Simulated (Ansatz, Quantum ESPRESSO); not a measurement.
# AlSi3 (Fm-3m): zone-centre phonons

Which modes does AlSi3 (Fm-3m) have at the zone centre?

Calculated with Quantum ESPRESSO 7.5; DFT PBEsol, scalar-relativistic, plane waves, PseudoDojo norm-conserving pseudopotentials.

The structure was built from a prototype and need not be the compound's stable phase.

## (1) The starting structure

Symmetry: Fm-3m, No. 225, cubic system. Conventional cell: a = 6.181 Å, b = 6.181 Å, c = 6.181 Å, α = 90.00°, β = 90.00°, γ = 90.00°. Nearest to Al lie 8 Si at 2.68 Å. Si has 8 Si at 2.68 Å nearest. Si has 4 Si at 2.68 Å and 4 Al at 2.68 Å nearest. Farther neighbours are not listed.

As a file:

```
Al Si
1.0
    -3.09057    0.00000    3.09057
     0.00000    3.09057    3.09057
    -3.09057    3.09057    0.00000
Al Si
1 3
Cartesian
  0.0000 0.0000 0.0000
  -3.0906 3.0906 3.0906
  -4.6359 4.6359 4.6359
  -1.5453 1.5453 1.5453
```

## (2) A first look

Before anything dear is run, a loose run with smearing shows whether this is a metal and how far the cell is from rest.

probe.in reads:

```
 &control
    calculation='scf',
    prefix='x',
    outdir='./tmp',
    pseudo_dir='./pseudo',
    tprnfor=.true.,
    tstress=.true.,
    verbosity='high',
 /
 &system
    ibrav=2,
    celldm(1)=11.6806671,
    nat=4,
    ntyp=2,
    ecutwfc=40.0,
    occupations='smearing',
    smearing='gaussian',
    degauss=0.01,
 /
 &electrons
    conv_thr=1.0d-07,
    mixing_beta=0.7,
    electron_maxstep=100,
 /
ATOMIC_SPECIES
 Al     26.9815  Al.upf
 Si     28.0850  Si.upf
ATOMIC_POSITIONS crystal
 Al     0.000000000   0.000000000   0.000000000
 Si     0.500000000   0.500000000   0.500000000
 Si     0.750000000   0.750000000   0.750000000
 Si     0.250000000   0.250000000   0.250000000
K_POINTS automatic
 6 6 6 0 0 0
```

On the command line:

```bash
$ OMP_NUM_THREADS=1 mpirun -n 4 pw.x -nk 4 -in probe.in > probe.out
```

The log of the run:

```text
[banners, grids, parts of the stress and lines that vanish by symmetry left out]
Program PWSCF v.7.5
     bravais-lattice index     =            2
     lattice parameter (alat)  =      11.6807  a.u.
[...]
kinetic-energy cutoff     =      40.0000  Ry
     charge density cutoff     =     160.0000  Ry
     scf convergence threshold =      1.0E-07
[...]
Exchange-correlation= PBESOL
                           (   1   4  10   8   0   0   0)
[...]
48 Sym. Ops., with inversion, found
[...]
(     0          1          0      )
                  (     0          0          1      )
[...]
(  0.0000000  1.0000000  0.0000000 )
                  (  0.0000000  0.0000000  1.0000000 )
[...]
(     1          0         -1      )
                  (     0          0         -1      )
[...]
(     0          1          0      )
[...]
( -1.0000000  0.0000000  0.0000000 )
                  (  0.0000000  1.0000000  0.0000000 )
[...]
number of k points=    16  Gaussian smearing, width (Ry)=  0.0100
[...]
End of self-consistent calculation
[...]
the Fermi energy is    10.0111 ev
!    total energy              =     -29.92741095 Ry
[...]
convergence has been achieved in   6 iterations
[...]
atom    1 type  1   force =     0.00000000    0.00000000   -0.00000000
     atom    2 type  2   force =     0.00000000    0.00000000   -0.00000000
     atom    3 type  2   force =     0.00000000    0.00000000    0.00000000
     atom    4 type  2   force =     0.00000000    0.00000000    0.00000000
[...]
Total force =     0.000000     Total SCF correction =     0.000000
[...]
total   stress  (Ry/bohr**3)                   (kbar)     P=        3.13
[...]
XML data file, charge density, pseudopotentials, collected wavefunctions

   JOB DONE.
```

Run time: 2.3 s. Hardware: 4 MPI ranks of Arm Neoverse V1, shared host; 9 s of CPU time.

Numbers from this step:

* volume per atom: 14.76 Å³
* pressure: 0.313 GPa
* gap on the k-mesh: 0 eV

No gap opens on this mesh, so smearing is kept; the start stands at 0.31 GPa.

## (3) Relaxing the cell and atoms

The relaxation runs at a cutoff a fifth above that of the response, since stress converges more slowly with the basis than frequencies do. Forces and stress are brought to rest with tight thresholds.

relax.in reads:

```
 &control
    calculation='vc-relax',
    prefix='x',
    outdir='./tmp',
    pseudo_dir='./pseudo',
    tprnfor=.true.,
    tstress=.true.,
    forc_conv_thr=2.0d-05,
    etot_conv_thr=1.0d-07,
    nstep=40,
 /
 &system
    ibrav=2,
    celldm(1)=11.6806671,
    nat=4,
    ntyp=2,
    ecutwfc=48,
    occupations='smearing',
    smearing='mv',
    degauss=0.02,
 /
 &electrons
    conv_thr=1.0d-11,
    mixing_beta=0.7,
    electron_maxstep=100,
 /
 &ions
 /
 &cell
    press_conv_thr=0.2,
 /
ATOMIC_SPECIES
 Al     26.9815  Al.upf
 Si     28.0850  Si.upf
ATOMIC_POSITIONS crystal
 Al     0.000000000   0.000000000   0.000000000
 Si     0.500000000   0.500000000   0.500000000
 Si     0.750000000   0.750000000   0.750000000
 Si     0.250000000   0.250000000   0.250000000
K_POINTS automatic
 8 8 8 0 0 0
```

On the command line:

```bash
$ OMP_NUM_THREADS=1 mpirun -n 4 pw.x -nk 4 -in relax.in > relax.out
```

The log of the run:

```text
[banners, grids, parts of the stress and lines that vanish by symmetry left out]
[banner, memory and clock lines left out]
Program PWSCF v.7.5

[...]
kinetic-energy cutoff     =      48.0000  Ry
     charge density cutoff     =     192.0000  Ry
     scf convergence threshold =      1.0E-11
[...]
energy convergence thresh.=      1.0E-07
     force convergence thresh. =      2.0E-05
     press convergence thresh. =      2.0E-01
     Exchange-correlation= PBESOL
                           (   1   4  10   8   0   0   0)
[...]
48 Sym. Ops., with inversion, found
[...]
number of k points=    29  Marzari-Vanderbilt smearing, width (Ry)=  0.0200
[...]
End of self-consistent calculation
[...]
the Fermi energy is     9.9607 ev
!    total energy              =     -29.93688567 Ry
[...]
convergence has been achieved in   9 iterations
[...]
atom    1 type  1   force =     0.00000000    0.00000000   -0.00000000
     atom    2 type  2   force =     0.00000000    0.00000000    0.00000000
     atom    3 type  2   force =    -0.00000000   -0.00000000   -0.00000000
     atom    4 type  2   force =     0.00000000    0.00000000    0.00000000
     Total force =     0.000000     Total SCF correction =     0.000000
[...]
total   stress  (Ry/bohr**3)                   (kbar)     P=        6.65
[...]
number of bfgs steps    =   0
[...]
CELL_PARAMETERS (alat= 11.68066710)
[...]
ATOMIC_POSITIONS (crystal)
Al              -0.0000000000       -0.0000000000        0.0000000000
Si               0.5000000000        0.5000000000        0.5000000000
Si               0.7500000000        0.7500000000        0.7500000000
Si               0.2500000000        0.2500000000        0.2500000000
[...]
New effective cutoffs (rho, wfc):  190.54   47.89
[...]
End of self-consistent calculation
[...]
the Fermi energy is     9.9161 ev
!    total energy              =     -29.93693231 Ry
[...]
convergence has been achieved in   5 iterations
[...]
atom    1 type  1   force =     0.00000000    0.00000000    0.00000000
     atom    2 type  2   force =    -0.00000000    0.00000000   -0.00000000
     atom    3 type  2   force =     0.00000000    0.00000000    0.00000000
     atom    4 type  2   force =    -0.00000000    0.00000000   -0.00000000
     Total force =     0.000000     Total SCF correction =     0.000000
[...]
total   stress  (Ry/bohr**3)                   (kbar)     P=        3.51
[...]
number of bfgs steps    =   1
[...]
CELL_PARAMETERS (alat= 11.68066710)
[...]
ATOMIC_POSITIONS (crystal)
[...]
New effective cutoffs (rho, wfc):  190.07   47.77
[...]
End of self-consistent calculation
[...]
the Fermi energy is     9.8673 ev
!    total energy              =     -29.93695056 Ry
[...]
convergence has been achieved in   7 iterations
[...]
atom    1 type  1   force =    -0.00000000   -0.00000000    0.00000000
     atom    2 type  2   force =    -0.00000000   -0.00000000   -0.00000000
     atom    3 type  2   force =    -0.00000000    0.00000000    0.00000000
     atom    4 type  2   force =     0.00000000   -0.00000000   -0.00000000
     Total force =     0.000000     Total SCF correction =     0.000000
[...]
total   stress  (Ry/bohr**3)                   (kbar)     P=        0.11
[...]
number of bfgs steps    =   2
[...]
CELL_PARAMETERS (alat= 11.68066710)
[...]
ATOMIC_POSITIONS (crystal)
[...]
New effective cutoffs (rho, wfc):  190.05   47.77
[...]
End of self-consistent calculation
[...]
the Fermi energy is     9.8658 ev
!    total energy              =     -29.93695057 Ry
[...]
convergence has been achieved in   4 iterations
[...]
atom    1 type  1   force =     0.00000000    0.00000000    0.00000000
     atom    2 type  2   force =    -0.00000000    0.00000000    0.00000000
     atom    3 type  2   force =     0.00000000   -0.00000000    0.00000000
     atom    4 type  2   force =    -0.00000000    0.00000000   -0.00000000
     Total force =     0.000000     Total SCF correction =     0.000000
[...]
total   stress  (Ry/bohr**3)                   (kbar)     P=        0.00
[...]
bfgs converged in   4 scf cycles and   3 bfgs steps
[...]
End of BFGS Geometry Optimization
     Final enthalpy           =     -29.9369505727 Ry
     File ./tmp/x.bfgs deleted, as requested
[...]
CELL_PARAMETERS (alat= 11.68066710)
[...]
ATOMIC_POSITIONS (crystal)
[...]
Si               0.7500000000        0.7500000000        0.7500000000
Si               0.2500000000        0.2500000000        0.2500000000
[...]
Final scf calculation at the relaxed structure.
[...]
kinetic-energy cutoff     =      48.0000  Ry
     charge density cutoff     =     192.0000  Ry
     scf convergence threshold =      1.0E-13
[...]
press convergence thresh. =      2.0E-01
     Exchange-correlation= PBESOL
                           (   1   4  10   8   0   0   0)
[...]
48 Sym. Ops., with inversion, found
[...]
number of k points=    29  Marzari-Vanderbilt smearing, width (Ry)=  0.0200
[...]
c_bands:  1 eigenvalues not converged
[...]
End of self-consistent calculation
[...]
the Fermi energy is     9.8658 ev
!    total energy              =     -29.93695141 Ry
[...]
convergence has been achieved in   9 iterations
[...]
atom    1 type  1   force =     0.00000000    0.00000000    0.00000000
     atom    2 type  2   force =     0.00000000    0.00000000    0.00000000
     atom    3 type  2   force =     0.00000000   -0.00000000    0.00000000
     atom    4 type  2   force =     0.00000000    0.00000000    0.00000000
     Total force =     0.000000     Total SCF correction =     0.000000
[...]
total   stress  (Ry/bohr**3)                   (kbar)     P=       -0.00
[...]
XML data file, charge density, pseudopotentials, collected wavefunctions
```

The job ended after 21 s (4 MPI ranks).

The steps of the relaxation:

```
step  energy less that of the first step (eV)  largest force (eV/Å)  pressure (GPa)  volume (Å³)
   1                                   0.0000                0.0000            0.67        59.04
   2                                  -0.0006                0.0000            0.35        59.24
   3                                  -0.0009                0.0000            0.01        59.46
   4                                  -0.0009                0.0000            0.00        59.47
   5                                  -0.0009                0.0000            0.00        59.47
```

```csv
"conventional cell, symmetrised",before,after,change
a (Å),6.181,6.196,+0.2 %
b (Å),6.181,6.196,+0.2 %
c (Å),6.181,6.196,+0.2 %
volume (Å³/atom),14.76,14.87,+0.7 %
```

The relaxed structure:

```
Al Si
1.0
    -3.09803    0.00000    3.09803
     0.00000    3.09803    3.09803
    -3.09803    3.09803    0.00000
Al Si
1 3
Cartesian
  0.0000 0.0000 0.0000
  -3.0980 3.0980 3.0980
  -4.6470 4.6470 4.6470
  -1.5490 1.5490 1.5490
```

The last row of the table of steps is pw.x's closing run on a basis chosen anew for the final cell, so its energy can jump.

Numbers from this step:

```yaml
volume_per_atom: 14.87 Å³
pressure: 0 GPa
```

The volume changes by +0.7 % from the cell with which this run began.

## (4) Self-consistent run for the response

Perturbation theory inherits every error of the wavefunctions, so the threshold is set near the limit of the arithmetic. Smearing stays on, as the first look found no gap above 0.3 eV.

scf.in reads:

```
 &control
    calculation='scf',
    prefix='x',
    outdir='./tmp',
    pseudo_dir='./pseudo',
    tprnfor=.true.,
    tstress=.true.,
 /
 &system
    ibrav=2,
    celldm(1)=11.70883846,
    nat=4,
    ntyp=2,
    ecutwfc=40.0,
    occupations='smearing',
    smearing='mv',
    degauss=0.02,
 /
 &electrons
    conv_thr=1.0d-12,
    mixing_beta=0.7,
    electron_maxstep=100,
 /
ATOMIC_SPECIES
 Al     26.9815  Al.upf
 Si     28.0850  Si.upf
ATOMIC_POSITIONS crystal
 Al     0.000000000   0.000000000   0.000000000
 Si     0.500000000   0.500000000   0.500000000
 Si     0.750000000   0.750000000   0.750000000
 Si     0.250000000   0.250000000   0.250000000
K_POINTS automatic
 8 8 8 0 0 0
```

On the command line:

```bash
$ OMP_NUM_THREADS=1 mpirun -n 4 pw.x -nk 4 -in scf.in > scf.out
```

The log of the run:

```text
[banners, grids, parts of the stress and lines that vanish by symmetry left out]
[banner, memory and clock lines left out]
Program PWSCF v.7.5

[...]
kinetic-energy cutoff     =      40.0000  Ry
     charge density cutoff     =     160.0000  Ry
     scf convergence threshold =      1.0E-12
[...]
Exchange-correlation= PBESOL
                           (   1   4  10   8   0   0   0)
[...]
48 Sym. Ops., with inversion, found
[...]
number of k points=    29  Marzari-Vanderbilt smearing, width (Ry)=  0.0200
[...]
End of self-consistent calculation
[...]
the Fermi energy is     9.8659 ev
!    total energy              =     -29.93691339 Ry
[...]
convergence has been achieved in   9 iterations
[...]
atom    1 type  1   force =     0.00000000    0.00000000   -0.00000000
     atom    2 type  2   force =     0.00000000   -0.00000000   -0.00000000
     atom    3 type  2   force =     0.00000000   -0.00000000   -0.00000000
     atom    4 type  2   force =    -0.00000000    0.00000000   -0.00000000
     Total force =     0.000000     Total SCF correction =     0.000000
[...]
total   stress  (Ry/bohr**3)                   (kbar)     P=       -0.07
[...]
XML data file, charge density, pseudopotentials, collected wavefunctions
```

Elapsed: 4.8 s, on 4 MPI ranks.

This step gave:

* pressure: -0.007000 GPa

The cell stands at -0.0070 GPa, close enough for phonons.

(Continued in part 2 of 2.)

[Host names and launcher messages were left out of these logs when they were recorded.]

[Logs are printed without paths, hosts, clocks, repeated set-up lines and the standing remarks that a program may print on its own settings, such as how far it seeks lower states.]

[Hosts, paths, dates, database ids (printed as entryN), source tags and the programs' standing remarks are cut or masked in the printed files.]
